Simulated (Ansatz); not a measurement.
# The gap of BaTiO3 (P4mm): a ladder of methods and an error budget

The study climbs from cheap functionals to G0W0 on BaTiO3 (P4mm) and then asks what each convergence step is worth.

Method: density functionals, hybrids, G0W0, plane waves, PAW, in Ansatz 0.2.0.

The database entry behind the starting cell differs from later determinations by our own check (c/a about 0.6 % short), so it need not match the best structure at ambient conditions.

In doubt: the elements are of a kind flagged for part-filled d or f shells, though by formal charges that shell is empty here, so the flag may not apply.

### Step 1. Set-up

Symmetry: P4mm, No. 99, tetragonal system. Conventional cell: a = 4.000 Å, b = 4.000 Å, c = 4.018 Å, α = 90.00°, β = 90.00°, γ = 90.00°. Ba has 12 O at 2.79 to 2.88 Å nearest. Nearest to Ti lie 6 O at 1.89 to 2.13 Å. Nearest to O lie 2 Ti at 1.89 to 2.13 Å and 4 Ba at 2.83 Å. O has 2 Ti at 2.00 Å and 4 Ba at 2.79 to 2.88 Å nearest. Farther neighbours and most contacts between anions are not listed.

Structure file:

```cif
data_structure
_symmetry_space_group_name_H-M 'P4mm'
_symmetry_Int_Tables_number 99
_cell_length_a 3.9998
_cell_length_b 3.9998
_cell_length_c 4.0180
_cell_angle_alpha 90.000
_cell_angle_beta 90.000
_cell_angle_gamma 90.000
_cell_volume 64.28
loop_
_atom_site_label
_atom_site_type_symbol
_atom_site_symmetry_multiplicity
_atom_site_Wyckoff_symbol
_atom_site_fract_x
_atom_site_fract_y
_atom_site_fract_z
_atom_site_occupancy
Ba1 Ba 1 a 0.00000 0.00000 0.00000 1
Ti1 Ti 1 b 0.50000 0.50000 0.49000 1
O1 O 1 b 0.50000 0.50000 0.01900 1
O2 O 2 c 0.50000 0.00000 0.51700 1
```

The cell and positions come from the Crystallography Open Database and are kept as given unless a step says otherwise. Spin-orbit coupling is left out unless a step names it. The default PAW set here is soft_2. Its files were made with PBE.

### Step 2. PBE bands

Levels along a band path, at the cheap level, show where the edges lie and whether the meshes to come will hold them.

This step: DFT, PBE, plane waves, PAW.

Contents of input.yaml:

```yaml
crystal:
  lattice:
    - [3.9998, 0.0, 0.0]
    - [0.0, 3.9998, 0.0]
    - [0.0, 0.0, 4.018]
  atoms:
    - { symbol: Ba, position: [0.0, 0.0, 0.0] }
    - { symbol: Ti, position: [0.5, 0.5, 0.49] }
    - { symbol: O, position: [0.5, 0.5, 0.019] }
    - { symbol: O, position: [0.5, 0.0, 0.517] }
    - { symbol: O, position: [0.0, 0.5, 0.517] }
kpoints:
  mp_grid: { grid: [6, 6, 6] }
  band_path:
    path:
      - [[0.0, 0.0, 0.0], [0.0, 0.5, 0.0], [0.5, 0.5, 0.0], [0.0, 0.0, 0.0], [0.0, 0.0, 0.5], [0.0, 0.5, 0.5], [0.5, 0.5, 0.5], [0.0, 0.0, 0.5]]
      - [[0.0, 0.5, 0.0], [0.0, 0.5, 0.5]]
      - [[0.5, 0.5, 0.0], [0.5, 0.5, 0.5]]
    npoints: 10
hamiltonian:
  xc: pbe
scf:
  occupations: { method: fermi_dirac, width: 0.02 }
  n_extra_bands: 5
output:
  eigenvalues: true
  write_density: true
  write_potential: true
  elf: true
  volumetric_format: npy
```

The run is started by

```sh
$ ansatz run input.yaml --threads 4 --pin off --max-ram 138240MiB --backend cuda --events-out ev --progress --plain --runs-dir out --devices 1 --max-vram 26GiB
```

Numbers of over 12 decimals in the logs are rounded to 6 here.

Log:

```text
scf.n_extra_bands = 5 over 20 filled bands (N_el = 40.0): the run solves 25 bands
GPUs: using 1 of 1 available (devices: 1).
Engine: ansatz 0.2.0, x86_64-unknown-linux-gnu
Pseudopotentials: kind: paw
Pseudopotential: Ba, paw, valence charge 10, recommended cutoff 420 eV (normal), Ba.paw.azcp
Pseudopotential: Ti, paw, valence charge 12, recommended cutoff 420 eV (normal), Ti.paw.azcp
Pseudopotential: O, paw, valence charge 6, recommended cutoff 420 eV (normal), O.paw.azcp
Functional definition: PBE
  parameter kappa = 0.804
  parameter beta = 0.066725
  exchange = pbe_x(kappa = kappa, mu = beta*pi^2/3)
  correlation = pbe_c(beta = beta)
device memory: the entry about to start is reckoned to put 1.7 GiB on a device that reports 55.9 GiB free (of which the cap on the GPU budget leaves the run 26.0 GiB)
GPU FFT provider: cuFFT
GPU libraries: cuBLAS 13.8.2, cuFFT 12.4.0, cuSOLVER 12.3.4
Crystal: 5 atoms, lattice volume = 64.282 Å³
Basis set: ecut = 420 eV, 1237 PW (Γ)
Bands: 25, of which v1, the nominal top of the filled ones, is band 20 counted from 1 (19 counted from 0)
Symmetry: 8 space group operations
Space group: P4mm (ITA 99), of the structure as read, at distance tolerance 4.0e-5 Å
k-points: 40 of 216 (time reversal used)
Non-local potential: Ba, projectors of the file, l = 0: 3, l = 1: 2, l = 2: 2, l = 3: 2
Non-local potential: Ti, projectors of the file, l = 0: 3, l = 1: 2, l = 2: 3, l = 3: 1
Non-local potential: O, projectors of the file, l = 0: 2, l = 1: 2, l = 2: 1
PAW form: soft (Blöchl's): semilocal exchange-correlation on the pseudo side does not see the compensation charge
PAW one-centre angular grid: Ba, 194 points (default); XC on 64 Gauss nodes
PAW one-centre angular grid: Ti, 590 points (default); XC on 64 Gauss nodes
PAW one-centre angular grid: O, 110 points (default); XC on 64 Gauss nodes
Initial density: superposition of atomic densities (neutral atoms: chi_scale 0, normalization atom), corrected by the library's trained network
Initial wavefunctions: pseudopotential atomic-orbital guess
GPU buffer pool allocated for 19683 grid points (all kernels)
GPU transforms: local potential and band sums: pruned to the plane-wave sphere, on 27×27×27
Functional: x = pbe(κ = 0.804, μ = 0.219515), c = pbe(β = 0.066725)
SCF iter   1: F=—  HF=-10159.577683 eV  |F-HF|=—  |Δ(HF+E_count)|=         —  Δρ=1.59e-3  dr2=9.89e-4  ethr=1.77e-3  ⟨swp⟩=6.4  Hψ=5021  notcnv=0
preconditioner: auto → Resta (q_TF=auto, 2.521 Å⁻¹)  ε∞=5.9  [insulator: Δε(μ)=1.818 eV  Ē_g=11.890 eV  σ=0.020 eV  W_gap=1.00  n_scr=18 (ndim 8)  ℏωp=26.2 eV  f_vac=0.000  D(μ)=0.00/eV (n_scr^D=0)  ε∞_Penn≈5.9]
SCF iter   2: F=—  HF=-10159.577945 eV  |F-HF|=—  |Δ(HF+E_count)|=   2.61e-4  Δρ=7.77e-4  dr2=2.52e-4  ethr=2.47e-6  ⟨swp⟩=2.0  Hψ=2124  notcnv=0  defer=10
SCF iter   3: F=—  HF=-10159.578164 eV  |F-HF|=—  |Δ(HF+E_count)|=   2.19e-4  Δρ=1.24e-4  dr2=1.50e-5  ethr=6.30e-7  ⟨swp⟩=2.8  Hψ=1485  notcnv=0  defer=10
SCF iter   4: F=—  HF=-10159.578205 eV  |F-HF|=—  |Δ(HF+E_count)|=   4.13e-5  Δρ=3.60e-5  dr2=9.54e-7  ethr=3.74e-8  ⟨swp⟩=2.6  Hψ=1560  notcnv=0  defer=10
iter 5 did not close the SCF: its close was put off for the readings that it lacked (scf_convergence_deferred on its scf_iter line)
SCF iter   5: F=-10159.578205 eV  HF=-10159.578205 eV  |F-HF|=7.67e-9  |Δ(HF+E_count)|=   6.35e-8  Δρ=7.79e-6  dr2=2.78e-8  ethr=2.39e-9  ⟨swp⟩=2.0  Hψ=1514  notcnv=0  defer=10
SCF iter   6: F=-10159.578205 eV  HF=-10159.578205 eV  |F-HF|=1.16e-10  |Δ(HF+E_count)|=   3.44e-9  Δρ=2.00e-6  dr2=2.31e-9  ethr=6.95e-11  ⟨swp⟩=5.2  Hψ=3870  notcnv=0
SCF 1 converged in 6 iterations: F = -10159.578205 eV  dr2 = 2.31e-9
[...]
device memory: the entry about to start is reckoned to put 2.1 GiB on a device that reports 55.9 GiB free (of which the cap on the GPU budget leaves the run 26.0 GiB)
NSCF: frozen V_eff on 93 k-points, pencils in batches of 32, up to order 112
SCF converged after 6 iterations
Free energy (F): -10159.578205 eV
Harris-Foulkes:  -10159.578205 eV  (|F-HF|=1.16e-10)
Internal energy: -10159.578205 eV  (E = F + TS)
E sigma→0 (E₀):  -10159.578205 eV
Fermi energy:    11.225736 eV
--- Per-component energies (eV) ---
  E_band       = -141.293899
  E_kinetic    = 970.192610
  E_local      = -2101.869774  (includes V_loc(G=0)·N_el)
  E_nonlocal   = 203.557063
  E_hartree    = 821.006985
  E_xc         = -491.546602
  E_vxc        = -546.244045  (∫ρ·V_xc dr)
  E_paw        = -6744.547965  (= ΣΔE_a)
  E_vpaw       = -308.950450  (= ΣTr[D̂ρ^β])
  E_aug_tail   = 0.007416  (compensation charges beyond the density's cutoff)
  E_ewald      = -2816.377938
  E_smearing   = -0.000000  (= −TS)
  E_closure    = 0.000000  (closes the sum)
  Σ components = -10159.578205   (vs F -10159.578205, Δ=0.00e0)
--- Band table (eV; the first three rows and the last of 40) ---
  k-point 0: bands = [... 16 lower, 9.1492, 10.0358, 10.0502, 10.0502, 12.1378, 12.3488, 12.3488, 14.3317, ... 1 higher]
  k-point 1: bands = [... 16 lower, 8.9393, 9.4846, 9.9331, 9.9331, 12.1687, 12.7845, 12.7845, 14.3308, ... 1 higher]
  k-point 2: bands = [... 16 lower, 8.5743, 8.7124, 9.7283, 9.7283, 12.2322, 13.5422, 13.5422, 14.3312, ... 1 higher]
  k-point 39: bands = [... 16 lower, 7.9500, 10.2185, 10.2185, 10.3021, 14.5080, 14.5080, 14.5099, 16.9427, ... 1 higher]
```

It took 6.5 s on 1 × NVIDIA H100 80GB HBM3 (shared by 3 runs) with 4 threads of AMD EPYC 7R13 (Zen 3), shared host; peak memory 0.95 GiB.

The column dr2 measures how far the density is from self-consistency, as an energy; F and HF (Harris–Foulkes) agree once it is small.

This step gave:

- filled bands: 20
- gap: 1.836 eV
- valence top at: A
- conduction bottom at: Γ
- least direct gap: 2.088 eV

The gap is indirect, with the least direct gap 0.25 eV higher.

Electronic bands along the path, in eV, zero at the top of the highest nominally filled band:

| point | band 17 | band 18 | band 19 | band 20 | band 21 | band 22 | band 23 | band 24 |
| --- | --- | --- | --- | --- | --- | --- | --- | --- |
| Γ | -1.15 | -0.27 | -0.25 | -0.25 | 1.84 | 2.05 | 2.05 | 4.03 |
| halfway | -1.52 | -1.20 | -0.63 | -0.54 | 2.10 | 2.77 | 2.79 | 4.10 |
| X | -1.81 | -1.70 | -0.90 | -0.80 | 2.16 | 3.53 | 3.57 | 4.09 |
| halfway | -1.47 | -1.42 | -1.04 | -0.47 | 2.83 | 3.57 | 3.68 | 4.67 |
| M | -1.73 | -0.93 | -0.93 | -0.05 | 3.59 | 3.59 | 3.99 | 4.75 |
| halfway | -1.69 | -1.08 | -0.88 | -0.47 | 2.71 | 2.90 | 3.13 | 4.62 |
| Γ | -1.15 | -0.27 | -0.25 | -0.25 | 1.84 | 2.05 | 2.05 | 4.03 |
| halfway | -1.55 | -1.24 | -0.48 | -0.48 | 1.90 | 2.87 | 2.87 | 4.03 |
| Z | -1.90 | -1.89 | -0.66 | -0.66 | 1.96 | 3.59 | 3.59 | 4.03 |
| halfway | -1.37 | -1.25 | -1.07 | -0.55 | 2.83 | 3.60 | 3.67 | 4.69 |
| R | -1.69 | -0.87 | -0.85 | -0.13 | 3.56 | 3.61 | 3.97 | 4.87 |
| halfway | -2.43 | -0.55 | -0.51 | -0.11 | 3.86 | 3.86 | 4.09 | 6.23 |
| A | -2.35 | -0.08 | -0.08 | 0.00 | 4.21 | 4.21 | 4.21 | 6.64 |
| halfway | -2.12 | -0.87 | -0.63 | -0.56 | 3.32 | 3.75 | 3.79 | 5.93 |
| Z | -1.90 | -1.89 | -0.66 | -0.66 | 1.96 | 3.59 | 3.59 | 4.03 |
| jump to X | -1.81 | -1.70 | -0.90 | -0.80 | 2.16 | 3.53 | 3.57 | 4.09 |
| halfway | -1.36 | -1.36 | -1.13 | -0.54 | 2.92 | 3.55 | 3.69 | 4.71 |
| R | -1.69 | -0.87 | -0.85 | -0.13 | 3.56 | 3.61 | 3.97 | 4.87 |
| jump to M | -1.73 | -0.93 | -0.93 | -0.05 | 3.59 | 3.59 | 3.99 | 4.75 |
| halfway | -2.46 | -0.59 | -0.59 | -0.02 | 3.87 | 3.87 | 4.09 | 6.11 |
| A | -2.35 | -0.08 | -0.08 | 0.00 | 4.21 | 4.21 | 4.21 | 6.64 |

Valence density in the ac plane at fractional y = 0.500, with atoms of Ti and O within 0.2 Å of it. It is the smooth field of the valence electrons, not physical close to the nuclei.

Ten even steps from '_' (0.04 × 1e0 e/Å³) to '@' (9.74 × 1e0 e/Å³), each cell a mean:
```
__________..==++--..________
____________..::..__________
____________________________
____________________________
::..________::::..______..::
++==..____::++##++..____::==
##++::__..==%%@@%%--____::**
++--..__..==%%@@##::____::==
....______..==++--..______..
____________......__________
______________..____________
__________..::::..__________
__________::==**==..________
__________::**##++..________
```
Columns run along a (4.0 Å), rows up along c (4.0 Å). Atoms in or near the plane, at fractional coordinates: Ti at (0.50, 0.49), O at (0.50, 0.02), O at (0.00, 0.52).

ELF in the ac plane at fractional y = 0.500, with atoms of Ti and O within 0.2 Å of it. It is the smooth field of the valence electrons, not physical close to the nuclei.

Ten even steps from '_' (0.01) to '@' (0.82), each cell a mean:
```
______--%%@@@@%%@@@@##::____
______::**@@@@@@@@%%==..____
==--..__::==++++++--....::==
%%%%++::__....::..____::**%%
@@@@%%==..--**##**::..++@@@@
##@@@@==::**##**##++::**@@%%
--##@@==--##--__==**--**@@**
##@@@@==--##==..++**::**@@%%
@@@@##--..++######==..==@@@@
%%##==..__::--==--..__::**%%
--::....::==++++++==::....--
______::**@@@@@@@@%%++..____
____..==%%@@%%**%%@@##--____
____..++@@@@**--##@@%%--____
```
Columns run along a (4.0 Å), rows up along c (4.0 Å). Atoms in or near the plane, at fractional coordinates: Ti at (0.50, 0.49), O at (0.50, 0.02), O at (0.00, 0.52).

### Step 3. PBE+SOC

Spin-orbit coupling can split or shift the edges; a non-collinear run measures by how much.

This step: DFT, PBE with spin-orbit coupling, plane waves, PAW.

input.yaml, the sections that differ from step 2:

```yaml
kpoints:
  mp_grid: { grid: [6, 6, 6] }
  band_path:
    path:
      - [0.0, 0.0, 0.0]
      - [0.0, 0.5, 0.0]
      - [0.5, 0.5, 0.0]
      - [0.0, 0.0, 0.5]
      - [0.0, 0.5, 0.5]
      - [0.5, 0.5, 0.5]
    npoints: 1
scf:
  occupations: { method: fixed }
  n_extra_bands: 10
magnetization:
  noncollinear: true
  spin_orbit: true
output:
  eigenvalues: true
# crystal, hamiltonian: as in step 2
```

Log:

```text
[...]
GPUs: using 1 of 1 available (devices: 1).
[...]
non-collinear run that drives no moment, with spin-orbit: no starting moment large enough to seed its density (crystal.atoms[].spin), no starting occupations that ask for one, no magnetisation constraint and no magnetic field, so the semilocal B_xc is pinned to zero
[...]
GPU FFT provider: cuFFT
[...]
k-point 0: bands = [... 36 lower, 10.0865, 10.0865, 10.0953, 10.0953, 12.1358, 12.1358, 12.3363, 12.3363, ... 6 higher]
  k-point 1: bands = [... 36 lower, 9.9014, 9.9014, 9.9714, 9.9714, 12.1672, 12.1672, 12.7720, 12.7720, ... 6 higher]
  k-point 2: bands = [... 36 lower, 9.7029, 9.7029, 9.7523, 9.7523, 12.2308, 12.2308, 13.5289, 13.5289, ... 6 higher]
  k-point 39: bands = [... 36 lower, 10.2226, 10.2226, 10.3013, 10.3013, 14.5029, 14.5029, 14.5039, 14.5039, ... 6 higher]
[key lines of the parts left out:]
SCF converged after 10 iterations
Magnetization: |M| = 0.0000 μB,  M = (+0.0000, +0.0000, +0.0000) μB
Free energy (F): -10164.412738 eV
Fermi energy:    10.301338 eV
```

It took 6.5 s on 1 × NVIDIA H100 80GB HBM3 (shared by 3 runs) with 4 threads; peak memory 1 GiB; 9.9 s of CPU time.

Numbers from this step:

```yaml
gap: 1.834 eV
valence_top_at: A
conduction_bottom_at: Γ
least_direct_gap: 2.041 eV
```

The gap is that of PBE.

### Step 4. HSE06

HSE06 mixes in a quarter of exact exchange at short range. Exchange couples all pairs of k points, which makes a full band path dear, so levels are read on the mesh and at chosen points.

This step: DFT, HSE06, plane waves, PAW.

Edit input.yaml of step 3 so:

```diff
@@ -12,3 +12,3 @@
 kpoints:
-  mp_grid: { grid: [6, 6, 6] }
+  mp_grid: { grid: [4, 4, 4] }
   band_path:
@@ -23,9 +23,6 @@
 hamiltonian:
-  xc: pbe
+  xc: hse06
 scf:
   occupations: { method: fixed }
-  n_extra_bands: 10
-magnetization:
-  noncollinear: true
-  spin_orbit: true
+  n_extra_bands: 5
 output:
```

Log:

```text
[...]
GPUs: using 1 of 1 available (devices: 1).
[...]
davidson cushion auto → on  (no smearing: the cushion is to keep the highest requested band from converging to the state above it; pin scf.eigensolver.cushion to override)
[...]
GPU FFT provider: cuFFT
GPU libraries: cuBLAS 13.8.2, cuFFT 12.4.0, cuSOLVER 12.3.4
Crystal: 5 atoms, lattice volume = 64.282 Å³
Basis set: ecut = 420 eV, 1237 PW (Γ)
[...]
Fermi energy:    9.283855 eV
[...]
--- Band table (eV; the first three rows and the last of 18) ---
  k-point 0: bands = [... 16 lower, 8.0410, 9.0129, 9.0517, 9.0517, 12.5211, 12.7213, 12.7213, 14.6772, ... 1 higher]
  k-point 1: bands = [... 16 lower, 7.6439, 7.9575, 8.7933, 8.7933, 12.5928, 13.6294, 13.6294, 14.6776, ... 1 higher]
  k-point 2: bands = [... 16 lower, 7.2505, 7.2980, 8.5696, 8.5696, 12.6677, 14.4557, 14.4557, 14.6797, ... 1 higher]
  k-point 17: bands = [... 16 lower, 6.7956, 9.1953, 9.1953, 9.2839, 15.1797, 15.1797, 15.1995, 17.5071, ... 1 higher]
[key lines of the parts left out:]
Free energy (F): -10163.451616 eV
```

Elapsed: 22 s, on 1 × NVIDIA H100 80GB HBM3 (shared by 3 runs) with 4 threads; peak memory 1.2 GiB; 21 s of CPU time.

This step gave:

```yaml
gap: 3.237 eV
valence_top_at: A
conduction_bottom_at: Γ
least_direct_gap: 3.469 eV
```

The gap stands +1.40 eV against PBE.

### Step 5. HSE06+SOC

This step: DFT, HSE06 with spin-orbit coupling, plane waves, PAW.

Edit input.yaml of step 4 so:

```diff
@@ -26,4 +26,11 @@
   occupations: { method: fixed }
-  n_extra_bands: 5
+  n_extra_bands: 10
+magnetization:
+  noncollinear: true
+  spin_orbit: true
 output:
   eigenvalues: true
+  write_density: true
+  write_potential: true
+  elf: true
+  volumetric_format: npy
```

Log:

```text
[...]
GPUs: using 1 of 1 available (devices: 1).
[...]
GPU FFT provider: cuFFT
GPU libraries: cuBLAS 13.8.2, cuFFT 12.4.0, cuSOLVER 12.3.4
Crystal: 5 atoms, lattice volume = 64.282 Å³
Basis set: ecut = 420 eV, 1237 PW (Γ)
Bands: 50, of which v1, the nominal top of the filled ones, is band 40 counted from 1 (39 counted from 0)
Symmetry: 8 space group operations + 8 with time reversal
[...]
--- Band table (eV; the first three rows and the last of 18) ---
  k-point 0: bands = [... 36 lower, 9.0830, 9.0830, 9.1059, 9.1059, 12.5193, 12.5193, 12.7087, 12.7087, ... 6 higher]
  k-point 1: bands = [... 36 lower, 8.7580, 8.7580, 8.8318, 8.8318, 12.5918, 12.5918, 13.6161, 13.6161, ... 6 higher]
  k-point 2: bands = [... 36 lower, 8.5464, 8.5464, 8.5908, 8.5908, 12.6668, 12.6668, 14.4412, 14.4412, ... 6 higher]
  k-point 17: bands = [... 36 lower, 9.2008, 9.2008, 9.2838, 9.2838, 15.1736, 15.1736, 15.1810, 15.1810, ... 6 higher]
[key lines of the parts left out:]
Magnetization: |M| = 0.0000 μB,  M = (+0.0000, +0.0000, +0.0000) μB
Free energy (F): -10161.711385 eV
Fermi energy:    9.283788 eV
```

Elapsed: 57 s, on 1 × NVIDIA H100 80GB HBM3 (shared by 3 runs) with 4 threads; peak memory 1.7 GiB; 2 min of CPU time.

Numbers from this step:

| Property | Result |
| --- | --- |
| gap | 3.235 eV |
| valence top at | A |
| conduction bottom at | Γ |
| least direct gap | 3.413 eV |

The gap is that of HSE06.

### Step 6. G0W0, 6×6×6 mesh, 168 empty bands, screening to 110 eV, hard PAW files

Now the one-shot GW correction: screening in the RPA, then the self-energy of the levels asked for. This step takes hard PAW files.

This step: G0W0 on PBE, plane waves, PAW.

Contents of input.yaml:

```yaml
crystal:
  lattice:
    - [3.9998, 0.0, 0.0]
    - [0.0, 3.9998, 0.0]
    - [0.0, 0.0, 4.018]
  atoms:
    - { symbol: Ba, position: [0.0, 0.0, 0.0] }
    - { symbol: Ti, position: [0.5, 0.5, 0.49] }
    - { symbol: O, position: [0.5, 0.5, 0.019] }
    - { symbol: O, position: [0.5, 0.0, 0.517] }
    - { symbol: O, position: [0.0, 0.5, 0.517] }
kpoints:
  mp_grid: { grid: [6, 6, 6] }
hamiltonian:
  xc: pbe
  pseudopotentials: { kind: paw, source: ansatz }
scf:
  occupations: { method: fixed }
gw:
  n_empty_bands: 168
  ecut_chi: 110.0
  qp_bands: [v2, c2]
  qp_kpoints: band_edges
  screening: { model: contour_deformation }
```

Log:

```text
GPUs: using 1 of 1 available (devices: 1).
[...]
GPU FFT provider: cuFFT
GPU libraries: cuBLAS 13.8.2, cuFFT 12.4.0, cuSOLVER 12.3.4
Crystal: 5 atoms, lattice volume = 64.282 Å³
Basis set: ecut = 930 eV, 4115 PW (Γ)
Bands: 25, of which v1, the nominal top of the filled ones, is band 20 counted from 1 (19 counted from 0)
Symmetry: 8 space group operations
[...]
k-points: 40 of 216 (time reversal used)
[...]
1    22     12.8030   -13.7357    -6.1586   -21.1398  0.7223    14.0845    14.0486  root
[...]
39    19     10.2417   -25.8209     4.8358   -20.7632  0.7156    10.0188    10.0198  root
    39    20     10.3250   -25.8519     4.8574   -20.7851  0.7143    10.1147    10.1156  root
    39    21     14.5298   -14.7147    -7.6203   -23.6522  0.6693    15.9237    15.8470  root
    39    22     14.5298   -14.7147    -7.6203   -23.6522  0.6693    15.9237    15.8470  root
[key lines of the parts left out:]
SCF converged after 11 iterations
Free energy (F): -10144.589061 eV
Fermi energy:    10.325022 eV
```

The job ended after 84 s (1 × NVIDIA H100 80GB HBM3 (shared by 3 runs) with 4 threads; peak memory 1.9 GiB; 2.8 min of CPU time).

Numbers from this step:

```
bands summed                                 : 188
RPA ε∞ on this mesh (eigenvalues)            : 5.906, 6.294, 6.294
plane waves in the screening matrix          : 171
G0W0 gap on the mesh                         : 3.264 eV
k of the valence top                         : -0.5, -0.5, -0.5
k of the conduction bottom                   : 0, 0, 0
starting gap on the mesh                     : 1.830 eV
least direct G0W0 gap on the computed points : 3.504 eV
```

The gap on the mesh goes from 1.83 eV to 3.26 eV, a correction of +1.43 eV. Between the two edge states, bare exchange in place of the xc potential would open the gap by 12.68 eV, and correlation takes back 11.24 eV.

(Part 1 of 2 ends here.)

[Paths, hosts, dates, memory and timing lines, banners, echoed tables and standing remarks are left out of the program output.]

[Logs are printed without paths, hosts, clocks, repeated set-up lines and the standing remarks that a program may print on its own settings, such as how far it seeks lower states.]

[Runs of the session that timed out or met a known fault of the program may be left out.]

[Cells called generated may have been cut or substituted from an entry of the Crystallography Open Database or the Materials Project.]

[Hosts, paths, dates, database ids (printed as entryN), source tags and the programs' standing remarks are cut or masked in the printed files.]
